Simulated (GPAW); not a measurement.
# InHO2 (Pmn2_1): G0W0 on several meshes in GPAW

Aim: the GW shift of InHO2 (Pmn2_1) against the k mesh.

Program: GPAW 26.7.0. Level of theory: LDA and many-body steps on it, plane waves. Results are calculated unless marked as measured.

**1. Starting point**

The structure is orthorhombic, space group Pmn2_1 (No. 31). The conventional cell has a = 3.270 Å, b = 4.560 Å, c = 5.260 Å, α = 90.00°, β = 90.00°, γ = 90.00°. In has 6 O at 2.14 to 2.22 Å nearest. Nearest to H lie 1 O at 1.08 Å. O has 1 H at 1.08 Å and 3 In at 2.20 to 2.22 Å nearest. Nearest to O lie 1 H at 1.47 Å and 3 In at 2.14 Å. Farther neighbours and most contacts between anions are not listed.

Structure file:

```cif
data_structure
_symmetry_space_group_name_H-M 'P 1'
_symmetry_Int_Tables_number 1
_cell_length_a 3.2700
_cell_length_b 4.5600
_cell_length_c 5.2600
_cell_angle_alpha 90.000
_cell_angle_beta 90.000
_cell_angle_gamma 90.000
_cell_volume 78.43
loop_
_atom_site_label
_atom_site_type_symbol
_atom_site_fract_x
_atom_site_fract_y
_atom_site_fract_z
_atom_site_occupancy
In1 In 0.00000 0.73562 0.00000 1
In2 In 0.50000 0.26438 0.50000 1
H3 H 0.00000 0.78700 0.48000 1
H4 H 0.50000 0.21300 0.98000 1
O5 O 0.00000 0.98200 0.36400 1
O6 O 0.50000 0.01800 0.86400 1
O7 O 0.00000 0.52200 0.63800 1
O8 O 0.50000 0.47800 0.13800 1
```

The cell and positions come from the Crystallography Open Database and are kept as given unless a step says otherwise.

**2. Empty states on the mesh, 4×2×2 mesh, 188 bands**

This step: GPAW 26.7.0; DFT, LDA, plane waves, PAW.

The sums over transitions need many empty states on a uniform mesh; this step solves for them.

File run.py:

```python
import json
import numpy as np
from gpaw.mpi import world
from gpaw import GPAW

calc = GPAW('gs.gpw').fixed_density(kpts={'size': (4, 2, 2), 'gamma': True},
    parallel={'domain': 1, 'band': 1},
    txt='nscf.txt')
calc.diagonalize_full_hamiltonian(nbands=188)
calc.write('full.gpw', mode='all')
res = {}
kpts = calc.get_ibz_k_points()
res['kpts'] = kpts
res['eigenvalues'] = [calc.get_eigenvalues(kpt=k) for k in range(len(kpts))]
res['n_electrons'] = calc.get_number_of_electrons()

if world.rank == 0:
    with open('result.json', 'w') as f:
        json.dump(res, f, default=lambda x: x.tolist())
```

The run is started by

```bash
$ mpirun -n 4 gpaw python run.py
```

Numbers of over 12 decimals in the logs are rounded to 6 here.

Log:

```text
Diagonalizing LCAO Hamiltonian
Converting LCAO to pw mode
convergence criteria:
- Maximum integral of absolute [eigenst]ate change: 4e-08 eV^2 / valence electron
maximum number of iterations: 100

SCF iterations
|iter     |     time |      energy | eigst |  dens |
|iter:   1|  |             | +0.65 |       |
|iter:   2|  |             | -0.58 |       |
|iter:   3|  |             | -1.19 |       |
[...]
|iter:  48|  |             | -6.93 |       |
|iter:  49|  |             | -7.05 |       |
[... further lines of this kind ...]
|iter:  55|  |             | -7.43c|       |
SCF steps: 55
  __  _  _
 | _ |_)|_||  |
 |__||  | ||/\| - 26.7.0

Input parameters:
  mode=PW(ecut=600.0),
  convergence={'density': 1e-06, 'bands': -3},
  gpts=array([20, 27, 30]),
  kpts=MonkhorstPack(size=(4, 2, 2), gamma=True),
  maxiter=100,
  nbands=36,
  occupations=Occupations(name='fermi-dirac', width=0.001, fixmagmom=False),
  parallel={'domain': 1, 'band': 1},
  xc=XC(name='LDA')
Matrix size: 2626x2626
# Writing to full.gpw (mode='all')
  [... matrices ...]

timing:  # [seconds]
  Total: 40.959  # ━━━━━━━━━━━━━━━━━━━━━━━━━━━━━━━━━━━━━━━━━━━━━━━━━━━━━━━━━━
```

Elapsed: 58 s, on 4 MPI ranks of Arm Neoverse V2, shared host; peak memory 2.9 GiB; 3.9 min of CPU time.

Numbers from this step:

- gap: 2.043 eV
- k of the valence top: 0, 0, 0
- k of the conduction bottom: 0, 0, 0
- least direct gap: 2.043 eV
- k points computed: 12
- lowest point of the top converged band, above the valence top: 83.9356 eV

On this mesh the gap is 2.043 eV.

**3. 4×2×2**

Now the one-shot GW correction: screening in the RPA, then the self-energy of the levels asked for.

This step: G0W0 on LDA, plane waves, PAW.

File run.py:

```python
import json
import numpy as np
from gpaw.mpi import world
from gpaw.response.g0w0 import G0W0

gw = G0W0('full.gpw',
    filename='gw',
    kpts=[0],
    bands=(24, 28),
    ecut=60,
    nbands=82,
    integrate_gamma='WS',
    ppa=True)
gw.calculate()
res = {mode: {k: v for k, v in r.items() if k != 'sigma_eskwn'}
       for mode, r in gw.all_results.items()}

if world.rank == 0:
    with open('result.json', 'w') as f:
        json.dump(res, f, default=lambda x: x.tolist())
```

The run is started by

```bash
$ mpirun -n 4 gpaw python run.py
```

Log:

```text
Using integrator: PointIntegrator
FrequencyGridDescriptor(from 0.000+0.000j to 0.000+27.211j eV, 2 points)
Nonperiodic BCs:  [False False False]
Using integrator: PointIntegrator
FrequencyGridDescriptor(from 0.000+0.000j to 0.000+27.211j eV, 2 points)
Nonperiodic BCs:  [False False False]
  ___  _ _ _
 |   || | | |
 | | || | | |
 |__ ||_____|
 |___|

BZ k-points: Symmetries present (total): 2

  [... matrices ...]
16 k-points: 4 x 2 x 2 Monkhorst-Pack grid + [1/8,1/4,1/4]
12 k-points in the irreducible part of the Brillouin zone
       k-points in crystal coordinates                weights
   0:     0.00000000    0.00000000    0.00000000          1/16
   1:     0.00000000    0.00000000    0.50000000          1/16
   2:     0.00000000    0.50000000    0.00000000          1/16
   3:     0.00000000    0.50000000    0.50000000          1/16
   4:     0.25000000    0.00000000    0.00000000          2/16
   5:     0.25000000    0.00000000    0.50000000          2/16
   6:     0.25000000    0.50000000    0.00000000          2/16
   7:     0.25000000    0.50000000    0.50000000          2/16
   8:     0.50000000    0.00000000    0.00000000          1/16
   9:     0.50000000    0.00000000    0.50000000          1/16
          ...
  11:     0.50000000    0.50000000    0.50000000          1/16

Distributing spins, k-points and bands (1 x 1 x 4) over 4 processes
Number of blocks: 1

Quasi particle states:
k-points (IBZ indices): [0]
Band range: (24, 28)
  [... matrices ...]
Computational parameters:
Plane wave cut-off: 60 eV
Number of bands: 82
Coulomb cutoff: None
Broadening: 0.1 eV

fxc modes: GW
Kernel: RPA
Using Godby-Needs plasmon-pole approximation:
  Fitting energy: i*E0, E0 = 1.000 Hartree
Summing all q:

Calculating screened Coulomb potential
No Coulomb truncation
FrequencyGridDescriptor(from 0.000+0.000j to 0.000+27.211j eV, 2 points)
Removing empty qpoint cache files...

Calculating chi0 body with:
    Ground state adapter containing:
    Number of spins: 1
    Number of kpoints: 16
    Number of irreducible kpoints: 12
    Number of completely occupied states: 26
    Number of partially occupied states: 26
    Occupied states memory: 6.427001953125 M / cpu

    Linear response parametrization:
    q_c: [0.0, 0.0, 0.0]
    Number of frequency points: 2
    Planewave cutoff: 60.0
    Number of bands: 82
    Number of planewaves: 75
    Broadening (eta): 1e-06
    comm.size: 4
    kncomm.size: 4
    blockcomm.size: 1

    Memory estimate of potentially large arrays:
        chi0_wGG: 0.171661 M / cpu
Integrating chi0 body.

Symmetries of q_c:
    Direct symmetries (Uq -> q): 2
    Indirect symmetries (TUq -> q): 2
In total 4 allowed symmetries.

  [... matrices ...]
12 groups of equivalent kpoints. 25.0% reduction.

Integral kind: response function
Integrating chi0 head and wings.

Symmetries of q_c:
    Direct symmetries (Uq -> q): 2
    Indirect symmetries (TUq -> q): 2
In total 4 allowed symmetries.

  [... matrices ...]
12 groups of equivalent kpoints. 25.0% reduction.

Integral kind: response function wings

Calculating chi0 body with:
    Ground state adapter containing:
    Number of spins: 1
    Number of kpoints: 16
    Number of irreducible kpoints: 12
    Number of completely occupied states: 26
    Number of partially occupied states: 26
    Occupied states memory: 6.427001953125 M / cpu

    Linear response parametrization:
[... the further q-points ...]

Results:
f:      Occupation numbers
eps:     KS-eigenvalues [eV]
vxc:     KS vxc [eV]
exx:     Exact exchange [eV]
sigma:   Self-energies [eV]
dsigma:  Self-energy derivatives
Z:       Renormalization factors
qp:      QP-energies [eV]

k-point 0 (0): (0.000, 0.000, 0.000)                GW
band       f     eps     vxc     exx   sigma  dsigma       Z      qp
                                                                   GW
  24   1.000   4.378 -22.523 -27.513   4.770  -0.268   0.789   4.204
  25   1.000   4.395 -22.468 -27.410   4.779  -0.269   0.788   4.266
  26   0.000   6.438 -16.953 -12.451  -2.843  -0.190   0.840   7.832
  27   0.000  11.265 -18.067 -12.016  -3.393  -0.210   0.827  13.462
```

Wall time 17 s (4 MPI ranks); peak memory 1.2 GiB; 68 s of CPU time.

Numbers from this step:

```yaml
g0w0_gap_on_the_points_computed: 3.566 eV
least_direct_g0w0_gap_on_the_computed_points: 3.566 eV
z_at_the_valence_top: 0.7882
z_at_the_conduction_bottom: 0.8402
starting_gap_on_the_mesh: 2.043 eV
k_of_the_valence_top: 0, 0, 0
k_of_the_conduction_bottom: 0, 0, 0
```

The gap on the mesh goes from 2.04 eV to 3.57 eV, a correction of +1.52 eV.

**4. Empty states on the mesh, 2×2×2 mesh, 92 bands**

This step: DFT, LDA, plane waves, PAW.

File run.py:

```python
import json
import numpy as np
from gpaw.mpi import world
from gpaw import GPAW

calc = GPAW('gs.gpw').fixed_density(kpts={'size': (2, 2, 2), 'gamma': True},
    nbands=107,
    convergence={'bands': 92},
    txt='nscf.txt')
calc.write('full.gpw', mode='all')
res = {}
kpts = calc.get_ibz_k_points()
res['kpts'] = kpts
res['eigenvalues'] = [calc.get_eigenvalues(kpt=k) for k in range(len(kpts))]
res['n_electrons'] = calc.get_number_of_electrons()

if world.rank == 0:
    with open('result.json', 'w') as f:
        json.dump(res, f, default=lambda x: x.tolist())
```

The run is started by

```bash
$ mpirun -n 4 gpaw python run.py
```

Log:

```text
Diagonalizing LCAO Hamiltonian
Converting LCAO to pw mode
convergence criteria:
- Maximum integral of absolute [eigenst]ate change: 4e-08 eV^2 / valence electron
maximum number of iterations: 100

SCF iterations
|iter     |     time |      energy | eigst |  dens |
|iter:   1|  |             | +3.69 |       |
|iter:   2|  |             | +2.41 |       |
|iter:   3|  |             | +1.27 |       |
[...]
|iter:  12|  |             | -6.78 |       |
|iter:  13|  |             | -7.35 |       |
|iter:  14|  |             | -7.76c|       |
SCF steps: 14
  __  _  _
 | _ |_)|_||  |
 |__||  | ||/\| - 26.7.0

Input parameters:
  mode=PW(ecut=600.0),
  convergence={'bands': 92},
  gpts=array([20, 27, 30]),
  kpts=MonkhorstPack(size=(2, 2, 2), gamma=True),
  maxiter=100,
  nbands=107,
  occupations=Occupations(name='fermi-dirac', width=0.001, fixmagmom=False),
  parallel={},
  xc=XC(name='LDA')
# Writing to full.gpw (mode='all')
  [... matrices ...]

timing:  # [seconds]
  Total: 0.031  # ━━━━━━━━━━━━━━━━━━━━━━━━━━━━━━━━━━━━━━━━━━━━━━━━━━━━━━━━━━━
```

Wall time 14 s (4 MPI ranks); peak memory 0.86 GiB.

Numbers from this step:

```
gap                                                           : 2.043 eV
k of the valence top                                          : 0, 0, 0
k of the conduction bottom                                    : 0, 0, 0
least direct gap                                              : 2.043 eV
k points computed                                             : 8
lowest point of the top converged band, above the valence top : 44.35 eV
```

On this mesh the gap is 2.043 eV.

**5. 2×2×2**

This step: G0W0 on LDA, plane waves, PAW.

File run.py:

```python
import json
import numpy as np
from gpaw.mpi import world
from gpaw.response.g0w0 import G0W0

gw = G0W0('full.gpw',
    filename='gw',
    kpts=[0],
    bands=(24, 28),
    ecut=60,
    nbands=82,
    integrate_gamma='WS',
    ppa=True)
gw.calculate()
res = {mode: {k: v for k, v in r.items() if k != 'sigma_eskwn'}
       for mode, r in gw.all_results.items()}

if world.rank == 0:
    with open('result.json', 'w') as f:
        json.dump(res, f, default=lambda x: x.tolist())
```

The run is started by

```bash
$ mpirun -n 4 gpaw python run.py
```

Log:

```text
Using integrator: PointIntegrator
FrequencyGridDescriptor(from 0.000+0.000j to 0.000+27.211j eV, 2 points)
Nonperiodic BCs:  [False False False]
Using integrator: PointIntegrator
FrequencyGridDescriptor(from 0.000+0.000j to 0.000+27.211j eV, 2 points)
Nonperiodic BCs:  [False False False]
  ___  _ _ _
 |   || | | |
 | | || | | |
 |__ ||_____|
 |___|

BZ k-points: Symmetries present (total): 2

  [... matrices ...]
8 k-points: 2 x 2 x 2 Monkhorst-Pack grid + [1/4,1/4,1/4]
8 k-points in the irreducible part of the Brillouin zone
       k-points in crystal coordinates                weights
   0:     0.00000000    0.00000000    0.00000000          1/8
   1:     0.00000000    0.00000000    0.50000000          1/8
   2:     0.00000000    0.50000000    0.00000000          1/8
[...]
6:     0.50000000    0.50000000    0.00000000          1/8
   7:     0.50000000    0.50000000    0.50000000          1/8

Distributing spins, k-points and bands (1 x 1 x 4) over 4 processes
Number of blocks: 1

Quasi particle states:
k-points (IBZ indices): [0]
Band range: (24, 28)
  [... matrices ...]
Computational parameters:
Plane wave cut-off: 60 eV
Number of bands: 82
Coulomb cutoff: None
Broadening: 0.1 eV

fxc modes: GW
Kernel: RPA
Using Godby-Needs plasmon-pole approximation:
  Fitting energy: i*E0, E0 = 1.000 Hartree
Summing all q:

Calculating screened Coulomb potential
No Coulomb truncation
FrequencyGridDescriptor(from 0.000+0.000j to 0.000+27.211j eV, 2 points)
Removing empty qpoint cache files...

Calculating chi0 body with:
    Ground state adapter containing:
    Number of spins: 1
    Number of kpoints: 8
    Number of irreducible kpoints: 8
    Number of completely occupied states: 26
    Number of partially occupied states: 26
    Occupied states memory: 6.427001953125 M / cpu

    Linear response parametrization:
    q_c: [0.0, 0.0, 0.0]
    Number of frequency points: 2
    Planewave cutoff: 60.0
    Number of bands: 82
    Number of planewaves: 75
    Broadening (eta): 1e-06
    comm.size: 4
    kncomm.size: 4
    blockcomm.size: 1

    Memory estimate of potentially large arrays:
        chi0_wGG: 0.171661 M / cpu
Integrating chi0 body.

Symmetries of q_c:
    Direct symmetries (Uq -> q): 2
    Indirect symmetries (TUq -> q): 2
In total 4 allowed symmetries.

  [... matrices ...]
8 groups of equivalent kpoints. 0.0% reduction.

Integral kind: response function
Integrating chi0 head and wings.

Symmetries of q_c:
    Direct symmetries (Uq -> q): 2
    Indirect symmetries (TUq -> q): 2
In total 4 allowed symmetries.

  [... matrices ...]
8 groups of equivalent kpoints. 0.0% reduction.

Integral kind: response function wings

Calculating chi0 body with:
    Ground state adapter containing:
    Number of spins: 1
    Number of kpoints: 8
    Number of irreducible kpoints: 8
    Number of completely occupied states: 26
    Number of partially occupied states: 26
    Occupied states memory: 6.427001953125 M / cpu

    Linear response parametrization:
[... the further q-points ...]

Results:
f:      Occupation numbers
eps:     KS-eigenvalues [eV]
vxc:     KS vxc [eV]
exx:     Exact exchange [eV]
sigma:   Self-energies [eV]
dsigma:  Self-energy derivatives
Z:       Renormalization factors
qp:      QP-energies [eV]

k-point 0 (0): (0.000, 0.000, 0.000)                GW
band       f     eps     vxc     exx   sigma  dsigma       Z      qp
                                                                   GW
  24   1.000   4.378 -22.523 -27.925   5.118  -0.276   0.784   4.156
  25   1.000   4.395 -22.468 -27.366   4.827  -0.274   0.785   4.339
  26   0.000   6.438 -16.953 -12.205  -3.120  -0.198   0.835   7.796
  27   0.000  11.265 -18.067 -11.844  -3.603  -0.217   0.822  13.418
```

The job ended after 8.6 s (4 MPI ranks; peak memory 1.1 GiB; 34 s of CPU time).

Numbers from this step:

| Item | Value |
| --- | --- |
| G0W0 gap on the points computed | 3.457 eV |
| least direct G0W0 gap on the computed points | 3.457 eV |
| Z at the valence top | 0.7848 |
| Z at the conduction bottom | 0.8346 |
| starting gap on the mesh | 2.043 eV |
| k of the valence top | 0, 0, 0 |
| k of the conduction bottom | 0, 0, 0 |

Against G0W0 in GPAW (4×2×2 mesh, 82 bands, screening to 60 eV, Godby-Needs plasmon pole), the gap moves by −0.109 eV.

**6. The runs together**

Times are wall times on 4 MPI ranks of Arm Neoverse V2, shared host, good to a factor of about two.

```
  run   mesh  bands  screening cutoff (eV)  DFT gap (eV)  gap on the mesh (eV)  direct (eV)   time
4×2×2  4×2×2     82                     60         2.043                 3.566        3.566   17 s
2×2×2  2×2×2     82                     60         2.043                 3.457        3.457  8.6 s
```

**7. What came out**

```yaml
4x2x2: 3.566 eV
2x2x2: 3.457 eV
known_limits: not at the basis limit; no spin-orbit coupling; coarse k mesh
```

In words: 2×2×2: −0.109 eV against 4×2×2. Bands and cutoff are finite, so the gap is not at the basis limit. The miss can reach some tenths of an eV and take either sign; the mesh is an error of its own. These stock PAW sets were not made for GW. In the G0W0 runs levels were corrected at 1 k point alone, so a gap called «on the mesh» is the least over those, and an edge elsewhere would be missed. The 4×2×2 mesh is coarse for this cell, which bears on the long-range parts of exchange and screening. Mesh or cutoff lie under what a gap needs, so these runs test behaviour and cost; their gaps are not to be quoted. The many-body steps are scalar-relativistic: spin-orbit coupling is not in them.

[Paths, hosts, dates, memory and timing lines, banners, echoed tables and standing remarks are left out of the program output.]

[Logs are printed without paths, hosts, clocks, repeated set-up lines and the standing remarks that a program may print on its own settings, such as how far it seeks lower states.]

[Runs of the session that timed out or met a known fault of the program may be left out.]

[Hosts, paths, dates, database ids (printed as entryN), source tags and the programs' standing remarks are cut or masked in the printed files.]
